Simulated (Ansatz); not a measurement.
# BaPbS3 (model cell, started as cubic perovskite with Pb in the octahedra): following an unstable mode

Wanted: the energy along a soft mode of BaPbS3 (model cell, started as cubic perovskite with Pb in the octahedra) and the structure at the end.

Calculated with Ansatz 0.2.0; DFT PBEsol, scalar-relativistic, plane waves, PAW; PAW set soft_1.

This is a report of a sequence of runs, with most program output left out.

The structure was built from a prototype and need not be the compound's stable phase.

### 1. The starting structure

It takes space group Pm-3m (No. 221, cubic). Conventional cell: a = 5.156 Å, b = 5.156 Å, c = 5.156 Å, α = 90.00°, β = 90.00°, γ = 90.00°. Ba has 12 S at 3.65 Å nearest. Nearest to Pb lie 6 S at 2.58 Å. S has 2 Pb at 2.58 Å and 4 Ba at 3.65 Å nearest. Farther neighbours and most contacts between anions are not listed.

### 2. Response at finite wavevector

The cell comes from relaxations at this level that are not shown. Stability and thermal properties need the whole zone. Linear response on a 2×2×2 q mesh gives force constants as far as a supercell of that size would.

Contents of input.yaml:

```yaml
crystal:
  lattice:
    - [5.1559839981, 0.0, 0.0]
    - [0.0, 5.1559839981, 0.0]
    - [0.0, 0.0, 5.1559839981]
  atoms:
    - { symbol: Ba, position: [0.0, 0.0, 0.0] }
    - { symbol: Pb, position: [0.5, 0.5, 0.5] }
    - { symbol: S, position: [0.5, 0.5, 0.0] }
    - { symbol: S, position: [0.5, 0.0, 0.5] }
    - { symbol: S, position: [0.0, 0.5, 0.5] }
kpoints:
  mp_grid: { grid: [8, 8, 8] }
hamiltonian:
  xc: pbesol
  pseudopotentials: { kind: paw, azcp: { folder: soft_1 }, xc_functional: pbe }
scf:
  occupations: { method: methfessel_paxton, width: 0.2 }
output:
  eigenvalues: true
phonons:
  method: dfpt
  qmesh: [2, 2, 2]
  temperatures: { t_max: 1000, t_step: 50 }
  qpath:
    path:
      - [[0.0, 0.0, 0.0], [0.0, 0.5, 0.0], [0.5, 0.5, 0.0], [0.0, 0.0, 0.0], [0.5, 0.5, 0.5], [0.0, 0.5, 0.0]]
      - [[0.5, 0.5, 0.5], [0.5, 0.5, 0.0]]
    npoints: 10
```

The run is started by

```sh
$ ansatz run input.yaml --threads 4 --pin off --max-ram 16384MiB --backend cpu --events-out ev --progress --plain --runs-dir out
```

Wall time 3.7 min (4 threads of Arm Neoverse V2, shared host); peak memory 1.4 GiB.

This step gave:

```yaml
volume_per_atom: 27.41 Å³
gap_on_the_k_mesh: 0 eV
sum_rule_residual_before_enforcement: 4.61e-5 eV/Å²
lowest_frequency_on_the_path: -103.4 cm⁻¹
point_group: m-3m
highest_frequency_on_the_path_or_at_a_solved_wavevector: 324.9 cm⁻¹
highest_optical_mode_at_the_zone_centre_no_lo_to_term: 317.1 cm⁻¹
lowest_optical_zone_centre_mode: -69.29 cm⁻¹
lowest_mode_on_the_q_mesh_acoustic_modes_at_gamma_apart: -103.4 cm⁻¹
```

Frequencies (cm⁻¹) solved at each irreducible wavevector; negative means imaginary. Frequencies by wavevector, by row:

```csv
q in reciprocal lattice units,star,mode 1,mode 2,mode 3,mode 4,mode 13,mode 14,mode 15
0 0 0,1,-69.3,-69.3,-69.3,-54.1,317.1,317.1,317.1
0 0 -0.5,3,-52.1,-52.1,-43.3,-42.2,273.5,321,321
0 -0.5 -0.5,3,-94.6,-69.7,-69.7,-16.4,274.4,291.2,324.9
-0.5 -0.5 -0.5,1,-103.4,-103.4,-103.4,-55,273.7,273.7,323.4
```

Interpolated from a 2×2×2 q mesh. Phonon branches along the path, in cm⁻¹:

```csv
point,branch 1,branch 2,branch 3,branch 4,branch 12,branch 13,branch 14,branch 15
Γ,-69,-69,-69,-54,35,317,317,317
halfway,-62,-62,-49,-48,85,298,319,319
X,-52,-52,-43,-42,126,274,321,321
halfway,-82,-60,-56,-42,126,277,305,323
M,-95,-70,-70,-16,127,274,291,325
halfway,-75,-59,-54,-50,88,297,304,321
Γ,-69,-69,-69,-54,35,317,317,317
halfway,-77,-74,-74,-43,92,298,298,315
R,-103,-103,-103,-55,127,274,274,323
halfway,-87,-81,-75,-49,126,278,299,318
X,-52,-52,-43,-42,126,274,321,321
jump to R,-103,-103,-103,-55,127,274,274,323
halfway,-99,-88,-88,-49,127,274,288,321
M,-95,-70,-70,-16,127,274,291,325
```

Symmetry leaves 4 wavevectors to solve. The lowest mode among them, the acoustic zeros apart, lies at q = (-0.5, -0.5, -0.5) and is imaginary, 103.4i cm⁻¹, so the energy falls along it.

### 3. The mode frozen in, largest atomic shift 0 Å

The mode followed lies at q = (-0.5, -0.5, -0.5) with frequency 103.4i cm⁻¹ and is 3-fold degenerate, the softest among the wavevectors solved. At small amplitude the distorted cell has space group no. 140 by a symmetry search on the positions. The undistorted cell that holds it gives the zero of energy on the same k mesh.

System of this step: BaPbS3 (model cell, started as cubic perovskite with Pb in the octahedra). The structure is cubic, space group Pm-3m (No. 221). Conventional cell: a = 5.156 Å, b = 5.156 Å, c = 5.156 Å, α = 90.00°, β = 90.00°, γ = 90.00°. Ba has 12 S at 3.65 Å nearest. Nearest to Pb lie 6 S at 2.58 Å. Nearest to S lie 2 Pb at 2.58 Å and 4 Ba at 3.65 Å. Farther neighbours and most contacts between anions are not listed.

input.yaml, the sections that differ from step 2:

```yaml
crystal:
  lattice:
    - [5.1559839981, 5.1559839981, 0.0]
    - [5.1559839981, 0.0, 5.1559839981]
    - [5.1559839981, 0.0, -5.1559839981]
  atoms:
    - { symbol: Ba, position: [0.0, 0.5, 0.5] }
    - { symbol: Ba, position: [0.0, 0.0, 0.0] }
    - { symbol: Pb, position: [0.5, 0.25, 0.75] }
    - { symbol: Pb, position: [0.5, 0.75, 0.25] }
    - { symbol: S, position: [0.5, 0.5, 0.5] }
    - { symbol: S, position: [0.5, 0.0, 0.0] }
    - { symbol: S, position: [0.0, 0.0, 0.5] }
    - { symbol: S, position: [0.0, 0.5, 0.0] }
    - { symbol: S, position: [0.5, 0.5, 0.0] }
    - { symbol: S, position: [0.5, 0.0, 0.5] }
output:
  forces: true
  stress: true
  eigenvalues: true
# kpoints, hamiltonian, scf: as in step 2
# phonons: removed
```

Run time: 7.6 s. Hardware: 4 threads; peak memory 0.85 GiB; 29 s of CPU time.

Numbers from this step:

```
pressure                         : -0.1135 GPa
energy from the undistorted cell : 0 meV/atom
```

The run ends at a pressure of -0.11 GPa.

### 4. The mode frozen in, largest atomic shift 0.6 Å

The atoms are moved along the unstable eigenvector, the largest shift by 0.6 Å, with the cell fixed.

input.yaml, the sections that differ from step 3:

```yaml
crystal:
  lattice:
    - [5.1559839981, 5.1559839981, 0.0]
    - [5.1559839981, 0.0, 5.1559839981]
    - [5.1559839981, 0.0, -5.1559839981]
  atoms:
    - { symbol: Ba, position: [0.0, 0.5, 0.5] }
    - { symbol: Ba, position: [0.0, 0.0, 0.0] }
    - { symbol: Pb, position: [0.5, 0.25, 0.75] }
    - { symbol: Pb, position: [0.5, 0.75, 0.25] }
    - { symbol: S, position: [0.5, 0.4418151802, 0.4418151802] }
    - { symbol: S, position: [0.5, 0.0581848198, 0.0581848198] }
    - { symbol: S, position: [0.0, 0.0, 0.5] }
    - { symbol: S, position: [0.0, 0.5, 0.0] }
    - { symbol: S, position: [0.5, 0.5581848198, -0.0581848198] }
    - { symbol: S, position: [0.5, -0.0581848198, 0.5581848198] }
# kpoints, hamiltonian, scf, output: as in step 3
```

The job ended after 16 s (4 threads; peak memory 1 GiB).

Numbers from this step:

- pressure: -0.6896 GPa
- energy from the undistorted cell: -54.97 meV/atom

The energy, extrapolated to zero smearing, is -54.97 meV/atom against the undistorted cell.

The run ends at a pressure of -0.69 GPa, with forces up to 0.14 eV/Å.

### 5. Energy along the mode, all amplitudes (two of the runs are shown above)

An imaginary frequency means negative curvature, so the energy should fall and then rise again as anharmonic terms take over.

Numbers from this step:

```
depth at the lowest point sampled  : 54.97 meV/atom
largest atomic shift at that point : 0.6 Å
```

The energy from the parent by largest atomic shift:

```csv
largest atomic shift (Å),energy from the parent (meV/atom)
0.000,0
0.040,-0.445
0.080,-1.77
0.140,-5.31
0.220,-12.6
0.320,-24.4
0.450,-41.0
0.600,-55.0
```

Displacement at unit largest shift by atom:

```csv
atom,x (Å),y (Å),z (Å),size
Ba1,0.00,0.00,0.00,0.00
Ba2,0.00,0.00,0.00,0.00
Pb3,0.00,0.00,0.00,0.00
Pb4,0.00,0.00,0.00,0.00
S5,-1.00,0.00,0.00,1.00
S6,1.00,0.00,0.00,1.00
S7,0.00,0.00,0.00,0.00
S8,0.00,0.00,0.00,0.00
S9,0.00,0.00,1.00,1.00
S10,0.00,0.00,-1.00,1.00
```

The lowest of the steps tried is the last one, at 0.6 Å, 55.0 meV/atom below the parent; the bottom of the well need not coincide with a step.

### 6. Relaxation from the frozen mode

Starting from the lowest point found, all atoms and the cell are let go, so that strain and other modes of the same symmetry can join in.

input.yaml, as its differences from that of step 4:

```diff
@@ -27 +27,6 @@
   eigenvalues: true
+relax:
+  adjacent_minimum: "off"
+  f_tol: 0.002
+  max_steps: 120
+  cell: { stress_tol: 0.03 }
```

The job ended after 3.7 min (4 threads; peak memory 1.1 GiB).

Step by step:

```csv
step,energy less that of the first step (eV),largest force component (eV/Å),pressure (GPa),volume (Å³)
1,0.0000,0.1395,-0.69,274.14
2,-0.1971,0.1179,-0.01,267.88
3,-0.3049,0.0242,-0.75,269.73
4,-0.2940,0.1244,1.72,259.51
5,-0.3228,0.0112,-0.03,266.57
6,-0.3281,0.0676,0.17,266.16
7,-0.3818,0.3426,0.60,265.85
8,-0.9688,1.1019,1.32,267.24
9,-1.3684,1.2997,-0.78,280.69
10,-1.6591,0.9408,-0.66,283.95
11,-1.7830,0.1000,-0.22,285.57
12,-1.7850,0.0002,0.05,284.40
13,-1.7850,0.0001,-0.01,284.75
14*,-1.7961,0.0009,0.04,284.75
15,-1.7963,0.0023,0.00,284.97
16,-1.7963,0.0000,0.00,284.99
17*,-1.7963,0.0001,0.00,284.99
```

Relaxation steps marked * repeat the geometry before them on a plane-wave basis chosen anew for their cell, so energy and pressure can jump there. Relaxation step 4 was tried and not accepted.

Forces are held to the 16 operations that the run works with; a distortion that breaks them can't arise in this run.

```csv
cell as run,before,after,change
a (Å),7.292,7.679,+5.3 %
b (Å),7.292,6.949,-4.7 %
c (Å),7.292,6.949,-4.7 %
β (°),60.00,63.10,+5.2 %
γ (°),60.00,63.10,+5.2 %
volume (Å³/atom),27.41,28.50,+4.0 %
```

The atoms that moved most (Å, as changes of fractional coordinates times the final cell):

```csv
atom,dx,dy,dz,length
S6,0.838,0.000,0.000,0.838
S10,0.000,0.000,-0.838,0.838
S9,0.000,0.000,0.838,0.838
S5,-0.838,0.000,0.000,0.838
```

The relaxed structure:

```cif
data_structure
_symmetry_space_group_name_H-M 'P 1'
_symmetry_Int_Tables_number 1
_cell_length_a 7.6791
_cell_length_b 6.9494
_cell_length_c 6.9494
_cell_angle_alpha 90.000
_cell_angle_beta 63.097
_cell_angle_gamma 63.097
_cell_volume 284.99
loop_
_atom_site_label
_atom_site_type_symbol
_atom_site_fract_x
_atom_site_fract_y
_atom_site_fract_z
_atom_site_occupancy
Ba1 Ba 0.00000 0.50000 0.50000 1
Ba2 Ba 0.00000 0.00000 0.00000 1
Pb3 Pb 0.50000 0.25000 0.75000 1
Pb4 Pb 0.50000 0.75000 0.25000 1
S5 S 0.50000 0.35653 0.35653 1
S6 S 0.50000 0.14347 0.14347 1
S7 S 0.00000 0.00000 0.50000 1
S8 S 0.00000 0.50000 0.00000 1
S9 S 0.50000 0.64347 0.85653 1
S10 S 0.50000 0.85653 0.64347 1
```

Numbers from this step:

```
pressure        : 4.01e-5 GPa
volume per atom : 28.50 Å³
```

The distorted start has space group I4/mcm; the relaxation ends in I4/mcm.

### 7. The new phase in its own primitive cell

The relaxed structure is symmetrised, reduced to its primitive cell and relaxed tightly, as its phonons need.

input.yaml, the sections that differ from step 6:

```yaml
crystal:
  lattice:
    - [-3.4747030716, 3.4747030716, 5.9010232179]
    - [3.4747030716, -3.4747030716, 5.9010232179]
    - [3.4747030716, 3.4747030716, -5.9010232179]
  atoms:
    - { symbol: Ba, position: [0.25, 0.75, 0.5] }
    - { symbol: Ba, position: [0.75, 0.25, 0.5] }
    - { symbol: Pb, position: [0.0, 0.0, 0.0] }
    - { symbol: Pb, position: [0.5, 0.5, 0.0] }
    - { symbol: S, position: [0.3934656124, 0.8934656124, 0.2869312248] }
    - { symbol: S, position: [0.6065343876, 0.1065343876, 0.7130687752] }
    - { symbol: S, position: [0.25, 0.25, 0.0] }
    - { symbol: S, position: [0.75, 0.75, 0.0] }
    - { symbol: S, position: [0.8934656124, 0.6065343876, 0.5] }
    - { symbol: S, position: [0.1065343876, 0.3934656124, 0.5] }
relax:
  adjacent_minimum: "off"
  f_tol: 0.001
  max_steps: 60
  cell: { stress_tol: 0.01 }
# kpoints, hamiltonian, scf, output: as in step 6
```

Run time: 37 s. Hardware: 4 threads; peak memory 1.1 GiB.

Little changed from the start: no atom moved by 0.005 Å and no cell edge by 0.1 %.

Numbers from this step:

- pressure: 4.06e-5 GPa

The largest force component left is 0.038 meV/Å and the pressure is 0.000 GPa, within the tolerances set. The cell now holds 28.50 Å³/atom.

### 8. Modes of the new phase

A relaxed structure may still be a saddle point, so its zone-centre modes are computed. No field response is asked, since the mesh shows no gap.

input.yaml, as its differences from that of step 7:

```diff
@@ -24,9 +24,4 @@
 output:
-  forces: true
-  stress: true
   eigenvalues: true
-relax:
-  adjacent_minimum: "off"
-  f_tol: 0.001
-  max_steps: 60
-  cell: { stress_tol: 0.01 }
+phonons:
+  method: dfpt
```

Run time: 22 min. Hardware: 4 threads; peak memory 9.5 GiB.

This step gave:

| Item | Value |
| --- | --- |
| sum-rule residual before enforcement | 8.63e-5 eV/Å² |
| point group | 4/mmm |
| highest optical mode at the zone centre (no LO-TO term) | 452.5 cm⁻¹ |
| lowest optical zone-centre mode | -72.32 cm⁻¹ |

Patterns of degenerate modes are one choice out of their space. The modes at Γ (shares of kinetic energy by element, %) (negative means imaginary):

```csv
mode,frequency (cm⁻¹),symmetry,Ba %,Pb %,S %
1,-72.3,A2u,11,46,43
2,-26.2,Eg,79,0,21
3,-26.2,Eg,79,0,21
4,-22.5,Eu,25,34,41
5,-22.5,Eu,25,34,41
6,0.0,acoustic,31,47,22
7,0.0,acoustic,31,47,22
8,0.0,acoustic,31,47,22
9,46.9,Eu,37,28,35
10,46.9,Eu,37,28,35
11,63.5,A1u,0,100,0
12,75.7,Eu,7,18,75
13,75.7,Eu,7,18,75
14,104.2,A2u,31,7,61
15,111.1,Eg,17,0,83
16,111.1,Eg,17,0,83
17,115.3,B2g,100,0,0
18,118.6,Eu,0,54,46
19,118.6,Eu,0,54,46
20,163.4,Eg,4,0,96
21,163.4,Eg,4,0,96
22,171.7,Eu,0,18,82
23,171.7,Eu,0,18,82
24,176.3,B1u,0,0,100
25,180.4,A2u,26,0,74
26,184.7,A2g,0,0,100
27,188.4,B1g,0,0,100
28,205.3,A2g,0,0,100
29,370.6,B2g,0,0,100
30,452.5,A1g,0,0,100
```

Displacements in mode 1 (-72.3 cm⁻¹), the largest set to 1:
```
Ba1  0.00  0.00 -0.28
Ba2  0.00  0.00 -0.28
Pb3  0.00  0.00  0.47
Pb4  0.00  0.00  0.47
S5   0.00  0.00 -0.40
S6   0.00  0.00 -0.40
S7   0.00  0.00 -1.00
S8   0.00  0.00 -1.00
S9   0.00  0.00 -0.40
S10  0.00  0.00 -0.40
```

Displacements in mode 19 (118.6 cm⁻¹), the largest set to 1:
```
Ba1  0.06  0.01  0.00
Ba2  0.06  0.01  0.00
Pb3  0.07  0.64  0.00
Pb4  0.21 -0.61  0.00
S5  -0.55 -1.00  0.00
S6  -0.55 -1.00  0.00
S7  -0.24 -0.03  0.00
S8  -0.24 -0.03  0.00
S9  -0.35  0.90  0.00
S10 -0.35  0.90  0.00
```

Before it was imposed, the acoustic sum rule was missed by 8.6e-5 eV/Å². Small misses are needed for a sound result but don't prove that mesh and cutoff are converged. The lowest optical mode is imaginary, 72.3i cm⁻¹, so the energy falls along it.

### 9. Results

| Item | Value |
| --- | --- |
| unstable mode of the parent | q = (-0.5, -0.5, -0.5), 103i cm⁻¹ |
| depth at the lowest point sampled | 55.0 meV/atom |
| largest atomic shift at that point | 0.6 Å |
| space group reached (within 0.01 Å) | I4/mcm |
| energy gained over the parent (first relaxation, on the mesh of the frozen mode) | 235 meV/atom |
| volume per atom, phase reached | 28.5 Å³ |
| lowest optical zone-centre mode, phase reached | -72.3 cm⁻¹ |
| highest optical mode at the zone centre (no LO-TO term), phase reached | 453 cm⁻¹ |

In words: Along this mode the structure falls into I4/mcm, 235 meV/atom below the parent. At the parent's cell the well is 54.97 meV/atom deep on the steps tried, with its lowest point at a shift of 0.6 Å. That is the last step tried, so the steps alone don't bracket the bottom of the well. Relaxing atoms and cell changes the gain by +179.83 meV/atom against the lowest step (energies at zero smearing). Most of the total comes from this relaxation. The new phase still has an imaginary mode at the zone centre of its cell, so it is a saddle point on the way to a lower structure. Of the 4 patterns followed to their end from this parent, this one reaches the lowest energy. Each path keeps the symmetry of its pattern, so a lower phase may lie along a pattern not tried. With no gap, or one that is small against the smearing, the frequencies hang on the k mesh and the smearing, most of all near Kohn anomalies. A semilocal functional can close a gap that the real compound would have, so the metallic treatment may be an artefact of the level. Spin-orbit coupling is left out, which can matter for the heavy elements here. The PAW files were made for PBE and serve the other functionals too. A phonon run warned that its eigensolver left some bands unconverged in a pass. The starting cell was built on a prototype and not taken from a measurement, so the phase need not exist.

[Logs are printed without paths, hosts, clocks, repeated set-up lines and the standing remarks that a program may print on its own settings, such as how far it seeks lower states.]

[Hosts, paths, dates, database ids (printed as entryN), source tags and the programs' standing remarks are cut or masked in the printed files.]
